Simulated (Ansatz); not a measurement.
## A hypothetical structure for Cs3Ta

This structure for Cs3Ta is made up. Its elements were placed in a known structure type with a cell scaled to their sizes. What cell does the guess relax to, and how far off was it?

Method: DFT, PBE, plane-wave PAW, files of the set soft_1, scalar-relativistic, no spin, cell and ions relaxed at zero pressure; PAW set soft_1, in Ansatz 0.2.0.

### Step 1. Starting point

The structure is orthorhombic, space group Pmmn (No. 59). The conventional cell has a = 7.397 Å, b = 8.947 Å, c = 7.881 Å, α = 90.00°, β = 90.00°, γ = 90.00°. Nearest to Ta lie 12 Cs at 4.47 to 4.56 Å. Cs has 4 Ta at 4.47 to 4.54 Å and 8 Cs at 4.51 to 4.58 Å nearest. Nearest to Cs lie 8 Cs at 4.41 to 4.58 Å and 4 Ta at 4.47 to 4.56 Å. Farther neighbours are not listed.

As a file:

```cif
data_structure
_symmetry_space_group_name_H-M 'Pmmn:1'
_symmetry_Int_Tables_number 59
_cell_length_a 7.3970
_cell_length_b 8.9470
_cell_length_c 7.8810
_cell_angle_alpha 90.000
_cell_angle_beta 90.000
_cell_angle_gamma 90.000
_cell_volume 521.57
loop_
_atom_site_label
_atom_site_type_symbol
_atom_site_symmetry_multiplicity
_atom_site_Wyckoff_symbol
_atom_site_fract_x
_atom_site_fract_y
_atom_site_fract_z
_atom_site_occupancy
Ta1 Ta 2 a 0.50000 0.50000 0.32720 1
Cs1 Cs 2 b 0.00000 0.50000 0.66120 1
Cs2 Cs 4 e 0.50000 0.25350 0.83330 1
```

### Step 2. Relaxing cell and atoms

The guess takes its coordinates from another compound and its volume from a rule, so the cell and any free coordinates are relaxed together.

The input, input.yaml:

```yaml
crystal:
  lattice:
    - [7.397, 0.0, 0.0]
    - [0.0, 8.947, 0.0]
    - [0.0, 0.0, 7.881]
  atoms:
    - { symbol: Ta, position: [0.5, 0.5, 0.3272] }
    - { symbol: Ta, position: [0.0, 0.0, 0.6728] }
    - { symbol: Cs, position: [0.0, 0.5, 0.6612] }
    - { symbol: Cs, position: [0.5, 0.0, 0.3388] }
    - { symbol: Cs, position: [0.5, 0.2535, 0.8333] }
    - { symbol: Cs, position: [0.5, 0.7465, 0.8333] }
    - { symbol: Cs, position: [0.0, 0.7535, 0.1667] }
    - { symbol: Cs, position: [0.0, 0.2465, 0.1667] }
kpoints:
  mp_grid: { grid: [4, 3, 4] }
scf:
  occupations: { method: fermi_dirac, width: 0.05 }
hamiltonian:
  xc: pbe
  pseudopotentials: { kind: paw, azcp: { folder: soft_1 } }
relax:
  f_tol: 0.015
  max_steps: 70
  cell: {}
output:
  forces: true
  stress: true
```

Command:

```bash
ansatz run input.yaml --threads 4 --pin off --max-ram 10240MiB --backend cpu --events-out ev --progress --plain --runs-dir out
```

Numbers of over 12 decimals in the logs are rounded to 6 here.

What it wrote:

```text
Engine: ansatz 0.2.0, x86_64-unknown-linux-gnu
Pseudopotentials: kind: paw
Pseudopotential: Ta, paw, valence charge 13, recommended cutoff 420 eV (normal), soft_1/Ta.paw.azcp
Pseudopotential: Cs, paw, valence charge 9, recommended cutoff 420 eV (normal), soft_1/Cs.paw.azcp
Functional definition: PBE
  parameter kappa = 0.804
  parameter beta = 0.066725
  exchange = pbe_x(kappa = kappa, mu = beta*pi^2/3)
  correlation = pbe_c(beta = beta)
Crystal: 8 atoms, lattice volume = 521.572 Å³
Basis set: ecut = 420 eV, 10179 PW (Γ), exchange–correlation on 100×120×108 points (8 copies of the dense FFT grid, shifted against one another)
Bands: 48, of which v1, the nominal top of the filled ones, is band 40 counted from 1 (39 counted from 0)
Symmetry: 8 space group operations
Space group: Pmmn (ITA 59), of the structure as read, at distance tolerance 8.0e-5 Å
k-points: 18 of 48
Non-local potential: Ta, projectors of the file, l = 0: 3, l = 1: 2, l = 2: 2, l = 3: 1
Non-local potential: Cs, projectors of the file, l = 0: 3, l = 1: 2, l = 2: 2, l = 3: 2
PAW form: soft (Blöchl's): semilocal exchange-correlation on the pseudo side does not see the compensation charge
PAW one-centre angular grid: Ta, 590 points (default); XC on 64 Gauss nodes
PAW one-centre angular grid: Cs, 194 points (default); XC on 64 Gauss nodes
Initial density: superposition of atomic densities (chi_scale 0.1, normalization cell, long waves kept (reshape's long-wave potential 0.01 eV rms))
Initial wavefunctions: pseudopotential atomic-orbital guess
Functional: x = pbe(κ = 0.804, μ = 0.219515), c = pbe(β = 0.066725)
SCF iter   1: F=—  HF=-53881.557275 eV  |F-HF|=—  |Δ(HF+E_count)|=         —  Δρ=4.10e-2  dr2=3.52e1  ethr=3.10e-3  ⟨swp⟩=11.1  Hψ=3893  notcnv=0
preconditioner: auto → Kerker (q_TF=auto, 1.996 Å⁻¹)  [metal: Δε(μ)=0.015 eV  Ē_g=8.124 eV  σ=0.050 eV  W_gap=0.07  n_scr=72 (ndim 8)  ℏωp=11.7 eV  f_vac=0.001  D(μ)=17.15/eV (n_scr^D=136)]
SCF iter   2: F=—  HF=-53877.939566 eV  |F-HF|=—  |Δ(HF+E_count)|=    3.62e0  Δρ=5.86e-3  dr2=3.29e-1  ethr=3.10e-3  ⟨swp⟩=3.7  Hψ=2100  notcnv=0
SCF iter   3: F=—  HF=-53877.951660 eV  |F-HF|=—  |Δ(HF+E_count)|=   1.21e-2  Δρ=2.90e-3  dr2=1.23e-1  ethr=4.11e-4  ⟨swp⟩=2.3  Hψ=1143  notcnv=0
SCF iter   4: F=—  HF=-53877.958610 eV  |F-HF|=—  |Δ(HF+E_count)|=   6.95e-3  Δρ=3.26e-3  dr2=8.87e-2  ethr=1.54e-4  ⟨swp⟩=2.0  Hψ=1095  notcnv=0
SCF iter   5: F=—  HF=-53877.955789 eV  |F-HF|=—  |Δ(HF+E_count)|=   2.82e-3  Δρ=2.20e-3  dr2=6.65e-2  ethr=1.11e-4  ⟨swp⟩=1.0  Hψ=888  notcnv=0
SCF iter   6: F=—  HF=-53877.950100 eV  |F-HF|=—  |Δ(HF+E_count)|=   5.69e-3  Δρ=6.70e-4  dr2=5.50e-3  ethr=8.31e-5  ⟨swp⟩=2.0  Hψ=970  notcnv=0
SCF iter   7: F=—  HF=-53877.949877 eV  |F-HF|=—  |Δ(HF+E_count)|=   2.23e-4  Δρ=2.89e-4  dr2=1.20e-3  ethr=6.87e-6  ⟨swp⟩=1.6  Hψ=929  notcnv=0
SCF iter   8: F=—  HF=-53877.949795 eV  |F-HF|=—  |Δ(HF+E_count)|=   8.24e-5  Δρ=1.30e-4  dr2=1.43e-4  ethr=1.50e-6  ⟨swp⟩=2.0  Hψ=937  notcnv=0
SCF iter   9: F=—  HF=-53877.949798 eV  |F-HF|=—  |Δ(HF+E_count)|=   3.54e-6  Δρ=4.87e-5  dr2=3.89e-5  ethr=1.79e-7  ⟨swp⟩=2.0  Hψ=1021  notcnv=0
SCF iter  10: F=—  HF=-53877.949725 eV  |F-HF|=—  |Δ(HF+E_count)|=   7.27e-5  Δρ=1.67e-5  dr2=3.75e-6  ethr=4.86e-8  ⟨swp⟩=2.0  Hψ=952  notcnv=0
SCF iter  11: F=-53877.949726 eV  HF=-53877.949726 eV  |F-HF|=3.98e-8  |Δ(HF+E_count)|=   2.71e-7  Δρ=2.45e-6  dr2=9.01e-8  ethr=1.25e-10  ⟨swp⟩=5.0  Hψ=4023  notcnv=0
SCF 1 converged in 11 iterations: F = -53877.949726 eV  dr2 = 9.01e-8
  greatest PAW one-centre occupation: 0.999 electrons in one spin orbital (limit 2), on the Ta atom at site 1 (counted from 0), in its partial waves of l = 0
relax step   1: F+E_penalty+E_count = -53877.94972567 eV  Δ(F+E_penalty+E_count) = +0.000e0 eV  max|allowed force component| = 2.752e-1 eV/Å  Δτ_max = 0.0000 Å  P = -0.686 GPa  Ω = 521.572 Å³  (11 SCF iters, dr2 threshold 1.00e-7 eV, accepted)
Crystal: 8 atoms, lattice volume = 508.610 Å³
Basis set: ecut = 420 eV, 9943 PW (Γ), exchange–correlation on 100×120×108 points (8 copies of the dense FFT grid, shifted against one another)
Initial density: handed on by an earlier stage of this run
Initial wavefunctions: those handed on with the density
iter 1 solved again at ethr=4.86e-5 eV; its pass at ethr=3.10e-3 eV (dr2=3.89e-2 eV) is discarded
SCF iter   1: F=—  HF=-53878.064331 eV  |F-HF|=—  |Δ(HF+E_count)|=         —  Δρ=1.57e-3  dr2=4.55e-2  ethr=4.86e-5  ⟨swp⟩=1.7  Hψ=3995  notcnv=0
preconditioner: auto → Kerker (q_TF=auto, 2.005 Å⁻¹)  [metal: Δε(μ)=0.015 eV  Ē_g=7.472 eV  σ=0.050 eV  W_gap=0.07  n_scr=72 (ndim 8)  ℏωp=11.9 eV  f_vac=0.001  D(μ)=36.79/eV (n_scr^D=394)]
SCF iter   2: F=—  HF=-53878.059137 eV  |F-HF|=—  |Δ(HF+E_count)|=   5.19e-3  Δρ=7.48e-4  dr2=8.63e-3  ethr=4.86e-5  ⟨swp⟩=1.8  Hψ=899  notcnv=0
SCF iter   3: F=—  HF=-53878.058177 eV  |F-HF|=—  |Δ(HF+E_count)|=   9.60e-4  Δρ=5.19e-4  dr2=2.32e-3  ethr=1.08e-5  ⟨swp⟩=2.0  Hψ=984  notcnv=0
SCF iter   4: F=—  HF=-53878.057909 eV  |F-HF|=—  |Δ(HF+E_count)|=   2.68e-4  Δρ=1.10e-4  dr2=1.91e-4  ethr=2.90e-6  ⟨swp⟩=2.1  Hψ=1055  notcnv=0
SCF iter   5: F=—  HF=-53878.057815 eV  |F-HF|=—  |Δ(HF+E_count)|=   9.41e-5  Δρ=7.99e-5  dr2=4.89e-5  ethr=2.38e-7  ⟨swp⟩=2.2  Hψ=1405  notcnv=0
SCF iter   6: F=—  HF=-53878.057810 eV  |F-HF|=—  |Δ(HF+E_count)|=   4.48e-6  Δρ=3.24e-5  dr2=1.01e-5  ethr=6.11e-8  ⟨swp⟩=1.6  Hψ=939  notcnv=0
SCF iter   7: F=—  HF=-53878.057811 eV  |F-HF|=—  |Δ(HF+E_count)|=   5.18e-7  Δρ=1.93e-5  dr2=3.32e-6  ethr=1.27e-8  ⟨swp⟩=2.9  Hψ=1741  notcnv=0
SCF iter   8: F=-53878.057811 eV  HF=-53878.057811 eV  |F-HF|=8.29e-9  |Δ(HF+E_count)|=   2.14e-8  Δρ=5.52e-6  dr2=2.90e-7  ethr=1.00e-9  ⟨swp⟩=3.9  Hψ=3161  notcnv=0
SCF 2 converged in 8 iterations: F = -53878.057811 eV  dr2 = 2.90e-7
relax step   2: F+E_penalty+E_count = -53878.05781073 eV  Δ(F+E_penalty+E_count) = -1.081e-1 eV  max|allowed force component| = 1.855e-1 eV/Å  Δτ_max = 0.0750 Å  P = -0.623 GPa  Ω = 508.610 Å³  energy of the carried Pulay correction = +1.751e-4 eV  (8 SCF iters, dr2 threshold 8.00e-7 eV, accepted)
Crystal: 8 atoms, lattice volume = 449.137 Å³
Basis set: ecut = 420 eV, 8767 PW (Γ), exchange–correlation on 100×120×108 points (8 copies of the dense FFT grid, shifted against one another)
iter 1 solved again at ethr=3.18e-4 eV; its pass at ethr=3.10e-3 eV (dr2=2.54e-1 eV) is discarded
SCF iter   1: F=—  HF=-53878.295844 eV  |F-HF|=—  |Δ(HF+E_count)|=         —  Δρ=4.42e-3  dr2=2.67e-1  ethr=3.18e-4  ⟨swp⟩=1.5  Hψ=4878  notcnv=0
preconditioner: auto → Kerker (q_TF=auto, 2.046 Å⁻¹)  [metal: Δε(μ)=0.009 eV  Ē_g=7.470 eV  σ=0.050 eV  W_gap=0.04  n_scr=72 (ndim 8)  ℏωp=12.6 eV  f_vac=0.001  D(μ)=30.31/eV (n_scr^D=326)]
SCF iter   2: F=—  HF=-53878.266620 eV  |F-HF|=—  |Δ(HF+E_count)|=   2.92e-2  Δρ=1.85e-3  dr2=5.58e-2  ethr=3.18e-4  ⟨swp⟩=1.6  Hψ=882  notcnv=0
SCF iter   3: F=—  HF=-53878.260061 eV  |F-HF|=—  |Δ(HF+E_count)|=   6.56e-3  Δρ=1.03e-3  dr2=1.28e-2  ethr=6.97e-5  ⟨swp⟩=2.0  Hψ=957  notcnv=0
SCF iter   4: F=—  HF=-53878.258644 eV  |F-HF|=—  |Δ(HF+E_count)|=   1.42e-3  Δρ=3.65e-4  dr2=2.19e-3  ethr=1.59e-5  ⟨swp⟩=1.9  Hψ=924  notcnv=0
SCF iter   5: F=—  HF=-53878.258388 eV  |F-HF|=—  |Δ(HF+E_count)|=   2.56e-4  Δρ=1.82e-4  dr2=2.64e-4  ethr=2.74e-6  ⟨swp⟩=2.4  Hψ=1435  notcnv=0
SCF iter   6: F=—  HF=-53878.258293 eV  |F-HF|=—  |Δ(HF+E_count)|=   9.52e-5  Δρ=1.45e-4  dr2=1.01e-4  ethr=3.30e-7  ⟨swp⟩=2.1  Hψ=1187  notcnv=0
SCF iter   7: F=—  HF=-53878.258286 eV  |F-HF|=—  |Δ(HF+E_count)|=   7.46e-6  Δρ=5.14e-5  dr2=2.13e-5  ethr=1.27e-7  ⟨swp⟩=1.7  Hψ=891  notcnv=0
SCF iter   8: F=—  HF=-53878.258285 eV  |F-HF|=—  |Δ(HF+E_count)|=   3.18e-7  Δρ=1.44e-5  dr2=1.27e-6  ethr=2.66e-8  ⟨swp⟩=2.0  Hψ=971  notcnv=0
SCF iter   9: F=-53878.258286 eV  HF=-53878.258286 eV  |F-HF|=1.75e-9  |Δ(HF+E_count)|=   5.79e-7  Δρ=3.71e-6  dr2=1.42e-7  ethr=1.00e-9  ⟨swp⟩=5.0  Hψ=3107  notcnv=0
SCF 3 converged in 9 iterations: F = -53878.258286 eV  dr2 = 1.42e-7
relax step   3: F+E_penalty+E_count = -53878.25828589 eV  Δ(F+E_penalty+E_count) = -2.005e-1 eV  max|allowed force component| = 7.076e-2 eV/Å  Δτ_max = 0.1929 Å  P = -0.184 GPa  Ω = 449.137 Å³  energy of the carried Pulay correction = +1.038e-3 eV  (9 SCF iters, dr2 threshold 8.00e-7 eV, accepted)
[...]
relax step   4: F+E_penalty+E_count = -53878.28285097 eV  Δ(F+E_penalty+E_count) = -2.457e-2 eV  max|allowed force component| = 4.422e-2 eV/Å  Δτ_max = 0.0329 Å  P = -0.032 GPa  Ω = 431.642 Å³  energy of the carried Pulay correction = +1.313e-3 eV  (8 SCF iters, dr2 threshold 4.13e-7 eV, accepted)
[...]
relax step   5: F+E_penalty+E_count = -53878.28843903 eV  Δ(F+E_penalty+E_count) = -5.588e-3 eV  max|allowed force component| = 7.061e-3 eV/Å  Δτ_max = 0.0297 Å  P = +0.012 GPa  Ω = 425.444 Å³  energy of the carried Pulay correction = +1.413e-3 eV  (8 SCF iters, dr2 threshold 1.22e-7 eV, accepted)
Basis set: ecut = 420 eV, 8315 PW (Γ), exchange–correlation on 96×120×100 points (8 copies of the dense FFT grid, shifted against one another)
Initial wavefunctions: pseudopotential atomic-orbital guess (no wavefunctions were taken with the density)
iter 1 solved again at ethr=3.86e-6 eV; its pass at ethr=3.10e-3 eV (dr2=3.08e-3 eV) is discarded
SCF iter   1: F=—  HF=-53878.287516 eV  |F-HF|=—  |Δ(HF+E_count)|=         —  Δρ=7.22e-5  dr2=2.22e-6  ethr=3.86e-6  ⟨swp⟩=3.4  Hψ=6027  notcnv=0
eigensolver tolerance schedule: the retry pair's looser diagonalisation over-reported the residual by 1388.75 of it (diagonalisation noise at an unbounded share of the residual, at the tolerance the schedule requests for it); recorded, not acted on — ethr = c·dr2/N_el stays at c = 1.0e-1
preconditioner: auto → Kerker (q_TF=auto, 2.065 Å⁻¹)  [metal: Δε(μ)=0.002 eV  Ē_g=7.495 eV  σ=0.050 eV  W_gap=0.01  n_scr=64 (ndim 8)  ℏωp=13.0 eV  f_vac=0.001  D(μ)=29.65/eV (n_scr^D=322)]
SCF iter   2: F=—  HF=-53878.287285 eV  |F-HF|=—  |Δ(HF+E_count)|=   2.31e-4  Δρ=3.76e-5  dr2=6.53e-7  ethr=2.77e-9  ⟨swp⟩=3.7  Hψ=1950  notcnv=0
SCF iter   3: F=—  HF=-53878.287287 eV  |F-HF|=—  |Δ(HF+E_count)|=   1.82e-6  Δρ=5.99e-6  dr2=1.62e-7  ethr=8.16e-10  ⟨swp⟩=2.0  Hψ=1600  notcnv=0
SCF iter   4: F=—  HF=-53878.287287 eV  |F-HF|=—  |Δ(HF+E_count)|=   8.85e-9  Δρ=1.43e-6  dr2=1.89e-8  ethr=2.03e-10  ⟨swp⟩=1.5  Hψ=887  notcnv=0
SCF iter   5: F=—  HF=-53878.287287 eV  |F-HF|=—  |Δ(HF+E_count)|=  1.53e-10  Δρ=4.58e-7  dr2=2.84e-9  ethr=2.36e-11  ⟨swp⟩=2.0  Hψ=1034  notcnv=0
SCF iter   6: F=—  HF=-53878.287287 eV  |F-HF|=—  |Δ(HF+E_count)|=  1.75e-10  Δρ=2.40e-7  dr2=9.76e-10  ethr=3.55e-12  ⟨swp⟩=2.0  Hψ=975  notcnv=0
SCF iter   7: F=—  HF=-53878.287287 eV  |F-HF|=—  |Δ(HF+E_count)|=  4.37e-11  Δρ=1.38e-7  dr2=1.32e-10  ethr=1.22e-12  ⟨swp⟩=2.3  Hψ=1335  notcnv=0
SCF iter   8: F=-53878.287287 eV  HF=-53878.287287 eV  |F-HF|=7.28e-12  |Δ(HF+E_count)|=  7.28e-12  Δρ=6.97e-8  dr2=2.32e-11  ethr=1.00e-12  ⟨swp⟩=4.9  Hψ=2970  notcnv=0
SCF 6 converged in 8 iterations: F = -53878.287287 eV  dr2 = 2.32e-11
relax step   6: F+E_penalty+E_count = -53878.28728704 eV  Δ(F+E_penalty+E_count) = +1.152e-3 eV  max|allowed force component| = 7.077e-3 eV/Å  Δτ_max = 0.0000 Å  P = +0.011 GPa  Ω = 425.444 Å³  stress off target by 4.14e-2 GPa  SCF on the basis re-selected at this cell (its energy is not comparable with the rows above)  (8 SCF iters)
basis re-selected at this cell: Δ(F+E_penalty+E_count) = +1.152e-3 eV, ΔP = -0.001 GPa vs the last step (what re-selecting the basis moved, of the pressure what is left beyond the Pulay correction that the steps carried, after the strain that the cell walked since its last selection, with what the two solves' SCF thresholds leave and, on support functions, any second-order correction that the steps lacked; it is no measure of the basis error at this ecutwfc). The dense FFT grid was sized anew with the basis: this SCF ran on 48×60×50 points, the steps before it on 50×60×54, so part of this shift can come from that change (see relax.cell in the input reference). [rest of the remark cut]
SCF converged after 8 iterations
Free energy (F): -53878.287287 eV
Harris-Foulkes:  -53878.287287 eV  (|F-HF|=7.28e-12)
Internal energy: -53878.041998 eV  (E = F + TS)
E sigma→0 (E₀):  -53878.164642 eV
Entropy (-TS):   -0.245289 eV (-30.661 meV/atom)
Fermi energy:    6.109796 eV
--- Per-component energies (eV) ---
  E_band       = -851.787939
  E_kinetic    = 1643.897387
  E_local      = -3891.782039  (includes V_loc(G=0)·N_el)
  E_nonlocal   = 115.184566
  E_hartree    = 1402.656514
  E_xc         = -1708.119172
  E_vxc        = -1277.661149  (∫ρ·V_xc dr)
  E_paw        = -46969.905427  (= ΣΔE_a)
  E_vpaw       = -246.739982  (= ΣTr[D̂ρ^β])
  E_aug_tail   = 0.000164  (compensation charges beyond the density's cutoff)
  E_ewald      = -4469.973991
  E_smearing   = -0.245289  (= −TS)
  E_closure    = -0.000000  (closes the sum)
  Σ components = -53878.287287   (vs F -53878.287287, Δ=0.00e0)
--- Forces (eV/Å), atoms counted from 1 ---
  atom   1  Ta     0.00000000     0.00000000     0.00304118
  atom   2  Ta     0.00000000     0.00000000    -0.00304118
  atom   3  Cs     0.00000000     0.00000000    -0.00508020
  atom   4  Cs     0.00000000     0.00000000     0.00508020
  atom   5  Cs     0.00000000    -0.00707706    -0.00271247
  atom   6  Cs     0.00000000     0.00707706    -0.00271247
  atom   7  Cs     0.00000000    -0.00707706     0.00271247
  atom   8  Cs    -0.00000000     0.00707706     0.00271247
  max |Σ_I F_I| component: 8.67e-19 eV/Å
--- Stress (GPa, compression-positive) ---
       -0.016736       0.000000       0.000000
        0.000000       0.008085       0.000000
        0.000000       0.000000       0.041356
  P = ⅓ Tr σ = 0.0109 GPa (0.109 kbar)
--- Relaxed structure (5 steps of the walk, 5 accepted, 1 SCFs on fresh bases) ---
  F+E_penalty+E_count = -53878.28728704 eV   max|allowed force component| = 7.077e-3 eV/Å   (the final SCF, on the basis selected at the relaxed cell)
  cell:  # Å, volume = 425.4443 Å³
    - [6.757490, 0.0, 0.0]
    - [0.0, 8.543230, 0.0]
    - [0.0, 0.0, 7.369453]
  atoms:
    - { symbol: Ta, position: [0.5, 0.500000, 0.330507] }
    - { symbol: Ta, position: [0, 0, 0.669493] }
    - { symbol: Cs, position: [0, 0.500000, 0.629997] }
    - { symbol: Cs, position: [0.5, 0, 0.370003] }
    - { symbol: Cs, position: [0.5, 0.254036, 0.825656] }
    - { symbol: Cs, position: [0.5, 0.745964, 0.825656] }
    - { symbol: Cs, position: [0, 0.754036, 0.174344] }
    - { symbol: Cs, position: [0, 0.245964, 0.174344] }
```

The job ended after 36 s (4 threads of AMD EPYC 7B13 (Zen 3), shared host; peak memory 1.3 GiB).

Relaxation path:

| step | energy less that of the first step (eV) | largest force component (eV/Å) | pressure (GPa) | volume (Å³) |
| --- | --- | --- | --- | --- |
| 1 | 0.0000 | 0.2752 | -0.69 | 521.57 |
| 2 | -0.1081 | 0.1855 | -0.62 | 508.61 |
| 3 | -0.3086 | 0.0708 | -0.18 | 449.14 |
| 4 | -0.3331 | 0.0442 | -0.03 | 431.64 |
| 5 | -0.3387 | 0.0071 | 0.01 | 425.44 |
| 6* | -0.3376 | 0.0071 | 0.01 | 425.44 |

Relaxation steps marked * repeat the geometry before them on a plane-wave basis chosen anew for their cell, so energy and pressure can jump there.

The run keeps the 8 symmetry operations that it works with, so distortions that break them were not tested.

| conventional cell, symmetrised | before | after | change |
| --- | --- | --- | --- |
| a (Å) | 7.397 | 6.757 | -8.6 % |
| b (Å) | 8.947 | 8.543 | -4.5 % |
| c (Å) | 7.881 | 7.369 | -6.5 % |
| volume (Å³/atom) | 65.20 | 53.18 | -18.4 % |

The atoms that moved most (Å, as changes of fractional coordinates times the final cell):

| atom | dx | dy | dz | length |
| --- | --- | --- | --- | --- |
| Cs4 | 0.000 | 0.000 | 0.230 | 0.230 |
| Cs3 | 0.000 | 0.000 | -0.230 | 0.230 |
| Cs7 | 0.000 | 0.005 | 0.056 | 0.057 |
| Cs8 | 0.000 | -0.005 | 0.056 | 0.057 |
| Cs6 | 0.000 | -0.005 | -0.056 | 0.057 |
| Cs5 | 0.000 | 0.005 | -0.056 | 0.057 |
| Ta2 | 0.000 | 0.000 | -0.024 | 0.024 |
| Ta1 | 0.000 | 0.000 | 0.024 | 0.024 |

Final coordinates:

```
Ta Cs
1.0
     6.75749    0.00000    0.00000
     0.00000    8.54323    0.00000
     0.00000    0.00000    7.36945
Ta Cs
2 6
Direct
  0.50000 0.50000 0.33051
  0.00000 0.00000 0.66949
  0.00000 0.50000 0.63000
  0.50000 0.00000 0.37000
  0.50000 0.25404 0.82566
  0.50000 0.74596 0.82566
  0.00000 0.75404 0.17434
  0.00000 0.24596 0.17434
```

Numbers from this step:

```
free energy             : -53878.2873 eV
energy at zero smearing : -53878.1646 eV
smearing term TS        : 0.2453 eV
Fermi energy            : 6.110 eV
electrons               : 80
symmetry operations     : 8
pressure                : 0.01090 GPa
```

The shortest distance of each pair, which need not be the same contact before and after:

| pair | guess (Å) | relaxed (Å) |
| --- | --- | --- |
| Cs–Cs | 4.411 | 3.998 |
| Cs–Ta | 4.474 | 4.036 |

The relaxation ends with a largest force component of 0.0071 eV/Å and a pressure of 0.01 GPa.

### Step 3. Outcome

```yaml
space_group_relaxed: Pmmn
conventional_cell: a = 6.757, b = 8.543, c = 7.369 Å; α = 90.0°, β = 90.0°, γ = 90.0°
volume_per_atom: 53.18 Å³ (guess 65.20)
```

**Reading.** Cs3Ta relaxes to Pmmn with a = 6.757, b = 8.543 and c = 7.369 Å. The guessed volume was 23 % too large. The space group Pmmn was held in the relaxation, so the end point is a stationary structure within it and may be a saddle against distortions or other arrangements. Mesh and cutoff weren't tested. A vector of the cell changed its length by 9 %, more than the volume shows. Spin-orbit coupling is left out, which can matter for elements this heavy. No dispersion term is used, so weakly bound directions may come out too long. The runs have no spin, and magnetism wasn't tested. Nothing here tests whether the compound is stable against decomposition.

[Logs are printed without paths, hosts, clocks, repeated set-up lines and the standing remarks that a program may print on its own settings, such as how far it seeks lower states.]

[Hosts, paths, dates, database ids (printed as entryN), source tags and the programs' standing remarks are cut or masked in the printed files.]
